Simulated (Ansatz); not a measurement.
# CsSrF3 (Pm-3m): following an unstable mode, part 3 of 3

Wanted: the energy along a soft mode of CsSrF3 (Pm-3m) and the structure at the end.

Ansatz 0.2.0; DFT PBEsol, scalar-relativistic, plane waves, PAW; PAW set soft_1.

So far. Step 5 (Energy along the mode, all amplitudes (two of the runs …): The lowest of the steps tried is at 0.45 Å, 4.58 meV/atom below the parent; the bottom of the well need not coincide with a step. Step 7 (The new phase in its own primitive cell): The largest force component left is 0.61 meV/Å and the pressure is 0.001 GPa, within the tolerances set. The cell now holds 20.97 Å³/atom. The relaxed cell has a = 6.629, c = 9.543 Å (conventional setting).

## (8) Modes of the new phase

A relaxed structure may still be a saddle point, so its zone-centre modes are computed. The response to a homogeneous field gives the Born charges and the dielectric tensor.

input.yaml reads:

```yaml
crystal:
  lattice:
    - [-3.3146046915, 3.3146046915, 4.7716630958]
    - [3.3146046915, -3.3146046915, 4.7716630958]
    - [3.3146046915, 3.3146046915, -4.7716630958]
  atoms:
    - { symbol: Cs, position: [0.25, 0.75, 0.5] }
    - { symbol: Cs, position: [0.75, 0.25, 0.5] }
    - { symbol: Sr, position: [0.0, 0.0, 0.0] }
    - { symbol: Sr, position: [0.5, 0.5, 0.0] }
    - { symbol: F, position: [0.2975213114, 0.2024786886, 0.5] }
    - { symbol: F, position: [0.7024786886, 0.7975213114, 0.5] }
    - { symbol: F, position: [0.25, 0.25, 0.0] }
    - { symbol: F, position: [0.75, 0.75, 0.0] }
    - { symbol: F, position: [0.2024786886, 0.7024786886, 0.9049573772] }
    - { symbol: F, position: [0.7975213114, 0.2975213114, 0.0950426228] }
kpoints:
  mp_grid: { grid: [6, 6, 6] }
hamiltonian:
  xc: pbesol
  pseudopotentials: { kind: paw, azcp: { folder: soft_1 }, xc_functional: pbe }
scf:
  occupations: { method: fixed }
output:
  eigenvalues: true
phonons:
  method: dfpt
  dielectric: true
  rigid_motions: translations
```

On the command line:

```sh
$ ansatz run input.yaml --threads 4 --pin off --max-ram 10240MiB --backend cpu --events-out ev --progress --plain --runs-dir out
```

Numbers of over 12 decimals in the logs are rounded to 6 here.

What it wrote:

```text
[...]
Crystal: 10 atoms, lattice volume = 209.697 Å³
Basis set: ecut = 420 eV, 4095 PW (Γ), exchange–correlation on 96×96×96 points (8 copies of the dense FFT grid, shifted against one another)
Bands: 50, of which v1, the nominal top of the filled ones, is band 40 counted from 1 (39 counted from 0)
Symmetry: 16 space group operations
k-points: 112 of 216 (irreducible under 1 space group operation, time reversal used)
[...]
SCF iter   1: F=—  HF=-22988.723162 eV  |F-HF|=—  |Δ(HF+E_count)|=         —  Δρ=1.67e-1  dr2=4.97e1  ethr=3.10e-3  ⟨swp⟩=8.0  Hψ=29332  notcnv=0  defer=739
[...]
SCF iter  12: F=-22976.437411 eV  HF=-22976.437411 eV  |F-HF|=1.46e-11  |Δ(HF+E_count)|=  1.82e-10  Δρ=5.93e-8  dr2=1.13e-11  ethr=1.00e-12  ⟨swp⟩=20.8  Hψ=46781  notcnv=0
SCF 1 converged in 12 iterations: F = -22976.437411 eV  dr2 = 1.13e-11
[...]
NSCF: frozen V_eff on 4 k-points
DFPT response loops at Γ: preconditioner auto → none (the input reference at scf.mixing.eps_inf says where Resta's filter doesn't serve); β = 0.50; Broyden in place of MSR1
SCF converged after 12 iterations
Free energy (F): -22976.437411 eV
[...]
Internal energy: -22976.437411 eV  (E = F + TS)
E sigma→0 (E₀):  -22976.437411 eV
Fermi energy:    2.291466 eV
[...]
--- Band table (eV; the first three rows and the last of 112) ---
  k-point 0: bands = [... 36 lower, 2.1906, 2.2261, 2.2261, 2.2529, 8.6859, 9.9912, 10.5348, 10.8936, ... 6 higher]
  k-point 1: bands = [... 36 lower, 2.1597, 2.2110, 2.2233, 2.2449, 9.0848, 10.2611, 10.7572, 10.7838, ... 6 higher]
  k-point 2: bands = [... 36 lower, 2.1425, 2.2229, 2.2247, 2.2355, 9.9305, 10.6037, 10.8731, 11.1051, ... 6 higher]
  k-point 111: bands = [... 36 lower, 2.2028, 2.2356, 2.2356, 2.2646, 10.1649, 10.5800, 10.7299, 11.1921, ... 6 higher]
--- Phonons (Γ-DFPT): 8 representative perturbations + reference, on 112 of 216 k-points (Σ response iterations 32) ---
  k mesh reduced under 1 symmetry operation, with k and −k counted as one. Each operation leaves every solved perturbation unchanged. A smaller set is not considered because the run solves the response to a homogeneous field
  ASR residual: 3.294e-5 → 0.000e0 eV/Å²; symmetrization residual: 1.748e-5 eV/Å²
  ASR residual per site (eV/Å²): 2.36e-5 2.36e-5 2.93e-5 2.93e-5 3.29e-5 3.29e-5 2.20e-5 2.20e-5 3.29e-5 3.29e-5
  Γ frequencies (cm⁻¹): -16.59 -16.59 0.00 0.00 0.00 51.26 51.26 57.47 57.47 61.76 74.59 90.04 90.04 102.14 110.91 126.05 126.05 131.59 155.94 155.94 173.41 178.66 183.30 183.30 321.15 321.15 325.26 326.58 328.74 417.35
  ε∞ (high-frequency dielectric tensor):
        2.296005     0.000000     0.000000
       -0.000000     2.296005    -0.000000
        0.000000     0.000000     2.323919
  softest optical mode at Γ: -16.59 cm⁻¹; the repairs (sum rule, projections) moved no ω² at Γ by more than (2.85 cm⁻¹)²
  Born effective charges Z* (e; rows j = field, columns β = displacement):
    site 0:
         1.25804    0.00000   -0.00000
         0.00000    1.25804   -0.00000
        -0.00000    0.00000    1.41069
    site 1:
         1.25804    0.00000    0.00000
         0.00000    1.25804    0.00000
         0.00000    0.00000    1.41069
    site 2:
         2.46276    0.01934   -0.00000
        -0.01934    2.46276    0.00000
        -0.00000    0.00000    2.46187
    site 3:
         2.46276   -0.01934   -0.00000
         0.01934    2.46276    0.00000
         0.00000   -0.00000    2.46187
    site 4:
        -1.33950   -0.29915    0.00000
        -0.29915   -1.33950    0.00000
        -0.00000   -0.00000   -1.09428
    site 5:
        -1.33950   -0.29915    0.00000
        -0.29915   -1.33950   -0.00000
         0.00000    0.00000   -1.09428
    site 6:
        -1.04180    0.00000   -0.00000
        -0.00000   -1.04180    0.00000
         0.00000    0.00000   -1.68401
    site 7:
        -1.04180    0.00000    0.00000
        -0.00000   -1.04180   -0.00000
         0.00000    0.00000   -1.68401
    site 8:
        -1.33950    0.29915    0.00000
         0.29915   -1.33950   -0.00000
        -0.00000    0.00000   -1.09428
    site 9:
        -1.33950    0.29915    0.00000
         0.29915   -1.33950    0.00000
        -0.00000   -0.00000   -1.09428
  Z* charge neutrality: 9.537e-5 e pre-enforcement
  k-mesh period / interband length: 39.8 Å / 1.04 Å = 38.23 at k = (0.0000, 0.0000, 0.0000), direct gap 6.433 eV — 14 or more, which is no proof of convergence
  optical modes at Γ without the LO–TO term, one row a degenerate level:
      ω (cm⁻¹)  modes    IR ((D/Å)²/amu)
        -16.59      2             0.0000
         51.26      2             4.6396
         57.47      2             0.0000
         61.76      1             0.0000
         74.59      1             2.0920
         90.04      2             0.0178
        102.14      1             0.0000
[...]
optical modes at Γ + LO–TO along q̂ = [1.0000, 0.0000, 0.0000]:
      ω (cm⁻¹)  modes    IR ((D/Å)²/amu)
[...]
optical modes at Γ + LO–TO along q̂ = [0.0000, 1.0000, 0.0000]:
      ω (cm⁻¹)  modes    IR ((D/Å)²/amu)
[...]
optical modes at Γ + LO–TO along q̂ = [0.0000, 0.0000, 1.0000]:
      ω (cm⁻¹)  modes    IR ((D/Å)²/amu)
[...]
110.91      1             0.0000
        126.05      2             8.7066
        155.94      2             0.0000
        173.41      1             0.0000
        178.66      1             0.0000
        183.30      2             1.5409
        196.10      1             3.0053
        321.15      2            16.1546
        325.26      1             0.0000
        328.74      1             0.0000
        394.86      1            13.4769
        417.35      1             0.0000
```

The job ended after 9.2 min (4 threads of Arm Neoverse V1, shared host; peak memory 4.7 GiB).

Numbers from this step:

```
sum-rule residual before enforcement                    : 3.29e-5 eV/Å²
miss of the charge sum rule                             : 9.54e-5 e
point group                                             : 4/mmm
highest optical mode at the zone centre (no LO-TO term) : 417.4 cm⁻¹
lowest optical zone-centre mode                         : -16.59 cm⁻¹
mean high-frequency dielectric constant                 : 2.305
largest Born charge (third of the trace)                : 2.462 e
top of the zone-centre spectrum with the field          : 417.4 cm⁻¹
```

Without the LO-TO term. Patterns of degenerate modes are one choice out of their space. The modes at Γ (shares of kinetic energy by element, %) (negative means imaginary):

| mode | frequency (cm⁻¹) | symmetry | Cs % | Sr % | F % |
| --- | --- | --- | --- | --- | --- |
| 1 | -16.6 | Eg | 25 | 0 | 75 |
| 2 | -16.6 | Eg | 25 | 0 | 75 |
| 3 | 0.0 | acoustic | 48 | 32 | 21 |
| 4 | 0.0 | acoustic | 48 | 32 | 21 |
| 5 | 0.0 | acoustic | 48 | 32 | 21 |
| 6 | 51.3 | Eu | 43 | 14 | 43 |
| 7 | 51.3 | Eu | 43 | 14 | 43 |
| 8 | 57.5 | Eg | 73 | 0 | 27 |
| 9 | 57.5 | Eg | 73 | 0 | 27 |
| 10 | 61.8 | B2g | 99 | 0 | 1 |
| 11 | 74.6 | A2u | 51 | 23 | 26 |
| 12 | 90.0 | Eu | 8 | 8 | 84 |
| 13 | 90.0 | Eu | 8 | 8 | 84 |
| 14 | 102.1 | A1g | 0 | 0 | 100 |
| 15 | 110.9 | B1u | 0 | 0 | 100 |
| 16 | 126.0 | Eu | 2 | 41 | 57 |
| 17 | 126.0 | Eu | 2 | 41 | 57 |
| 18 | 131.6 | A2u | 1 | 32 | 67 |
| 19 | 155.9 | Eg | 2 | 0 | 98 |
| 20 | 155.9 | Eg | 2 | 0 | 98 |
| 21 | 173.4 | B2g | 1 | 0 | 99 |
| 22 | 178.7 | A1u | 0 | 100 | 0 |
| 23 | 183.3 | Eu | 0 | 91 | 9 |
| 24 | 183.3 | Eu | 0 | 91 | 9 |
| 25 | 321.1 | Eu | 0 | 14 | 86 |
| 26 | 321.1 | Eu | 0 | 14 | 86 |
| 27 | 325.3 | B1g | 0 | 0 | 100 |
| 28 | 326.6 | A2u | 0 | 14 | 86 |
| 29 | 328.7 | A2g | 0 | 0 | 100 |
| 30 | 417.4 | A2g | 0 | 0 | 100 |

Displacements in mode 1 (-16.6 cm⁻¹), the largest set to 1:
```
Cs1 -0.27 -0.01  0.00
Cs2  0.27  0.01  0.00
Sr3  0.00  0.00  0.00
Sr4  0.00  0.00  0.00
F5   0.00  0.00 -0.51
F6   0.00  0.00  0.51
F7   1.00 -0.02  0.00
F8  -1.00  0.02  0.00
F9   0.00  0.00  0.53
F10  0.00  0.00 -0.53
```

Displacements in mode 28 (326.6 cm⁻¹), the largest set to 1:
```
Cs1  0.00  0.00  0.00
Cs2  0.00  0.00  0.00
Sr3  0.00  0.00 -0.19
Sr4  0.00  0.00 -0.19
F5   0.00  0.00 -0.06
F6   0.00  0.00 -0.06
F7   0.00  0.00  1.00
F8   0.00  0.00  1.00
F9   0.00  0.00 -0.06
F10  0.00  0.00 -0.06
```

Optical modes at the zone centre, without and with the macroscopic field of the longitudinal modes; each column is sorted by frequency, so a row need not hold one and the same mode. Modes with and without the field, by row:

| rank among optical modes | no field (cm⁻¹) | q along (1, 0, 0) (cm⁻¹) | q along (0, 0, 1) (cm⁻¹) |
| --- | --- | --- | --- |
| 1 | -16.6 | -16.6 | -16.6 |
| 2 | -16.6 | -16.6 | -16.6 |
| 3 | 51.3 | 51.3 | 51.3 |
| 4 | 51.3 | 57.5 | 51.3 |
| 5 | 57.5 | 57.5 | 57.5 |
| 6 | 57.5 | 61.8 | 57.5 |
| 7 | 61.8 | 74.6 | 61.8 |
| 8 | 74.6 | 75.2 | 88.1 |
| 9 | 90 | 90 | 90 |
| 10 | 90 | 90.1 | 90 |
| 11 | 102.1 | 102.1 | 102.1 |
| 12 | 110.9 | 110.9 | 110.9 |
| 13 | 126 | 126 | 126 |
| 14 | 126 | 131.6 | 126 |
| 15 | 131.6 | 155.9 | 155.9 |
| 16 | 155.9 | 155.9 | 155.9 |
| 17 | 155.9 | 166.3 | 173.4 |
| 18 | 173.4 | 173.4 | 178.7 |
| 19 | 178.7 | 178.7 | 183.3 |
| 20 | 183.3 | 183.3 | 183.3 |
| 21 | 183.3 | 200.8 | 196.1 |
| 22 | 321.1 | 321.1 | 321.1 |
| 23 | 321.1 | 325.3 | 321.1 |
| 24 | 325.3 | 326.6 | 325.3 |
| 25 | 326.6 | 328.7 | 328.7 |
| 26 | 328.7 | 387.8 | 394.9 |
| 27 | 417.4 | 417.4 | 417.4 |

Born charge (rows field, columns displacement) (e), principal values of the symmetric part by kind of site:

| atom | atoms with these values | low | middle | high | mean |
| --- | --- | --- | --- | --- | --- |
| Cs1 | 2 | 1.26 | 1.26 | 1.41 | 1.31 |
| Sr3 | 2 | 2.46 | 2.46 | 2.46 | 2.46 |
| F5 | 4 | -1.64 | -1.09 | -1.04 | -1.26 |
| F7 | 2 | -1.68 | -1.04 | -1.04 | -1.26 |

In full for F5:

```
-1.34 -0.30  0.00
-0.30 -1.34  0.00
 0.00  0.00 -1.09
```

High-frequency dielectric tensor:

```
2.30 0.00 0.00
0.00 2.30 0.00
0.00 0.00 2.32
```

Transverse modes; imaginary modes are left out. Lines of the infrared spectrum (strongest = 100):

| position (cm⁻¹) | relative intensity |
| --- | --- |
| 51 | 29 |
| 58 | 0.0 |
| 62 | 0.0 |
| 75 | 13 |
| 90 | 0.1 |
| 102 | 0.0 |
| 111 | 0.0 |
| 126 | 54 |
| 132 | 38 |
| 156 | 0.0 |
| 173 | 0.0 |
| 179 | 0.0 |
| 183 | 10 |
| 321 | 100 |
| 325 | 0.0 |
| 327 | 52 |
| 329 | 0.0 |
| 417 | 0.0 |

Before it was imposed, the acoustic sum rule was missed by 3.3e-5 eV/Å² and the charge sum rule by 9.5e-5 e. Small misses are needed for a sound result but don't prove that mesh and cutoff are converged. The lowest optical mode is imaginary, 16.6i cm⁻¹, so the energy falls along it.

## (9) Results

```
unstable mode of the parent                                                      : q = (-0.5, -0.5, -0.5), 66i cm⁻¹
depth at the lowest point sampled                                                : 4.58 meV/atom
largest atomic shift at that point                                               : 0.45 Å
space group reached (within 0.01 Å)                                              : I4/mcm
energy gained over the parent (first relaxation, on the mesh of the frozen mode) : 6.06 meV/atom
volume per atom, phase reached                                                   : 21.0 Å³
gap on the k-mesh, phase reached                                                 : 6.39 eV
lowest optical zone-centre mode, phase reached                                   : -16.6 cm⁻¹
highest optical mode at the zone centre (no LO-TO term), phase reached           : 417 cm⁻¹
```

What this shows: Along this mode the structure falls into I4/mcm, 6.06 meV/atom below the parent. At the parent's cell the well is 4.579 meV/atom deep on the steps tried, with its lowest point at a shift of 0.45 Å. Relaxing atoms and cell changes the gain by +1.48 meV/atom against the lowest step (energies at zero smearing). The new phase still has an imaginary mode at the zone centre of its cell, so it is a saddle point on the way to a lower structure. Of the 4 patterns followed to their end from this parent, this one ends 0.0624 meV/atom above the lowest, Imma. Another end point lies within 1 meV/atom; how such a difference moves with mesh and cutoff was not tested. Each path keeps the symmetry of its pattern, so a lower phase may lie along a pattern not tried. Spin-orbit coupling is left out, which can matter for the heavy elements here. The PAW files were made for PBE and serve the other functionals too.

[Logs are printed without paths, hosts, clocks, repeated set-up lines and the standing remarks that a program may print on its own settings, such as how far it seeks lower states.]

[Hosts, paths, dates, database ids (printed as entryN), source tags and the programs' standing remarks are cut or masked in the printed files.]
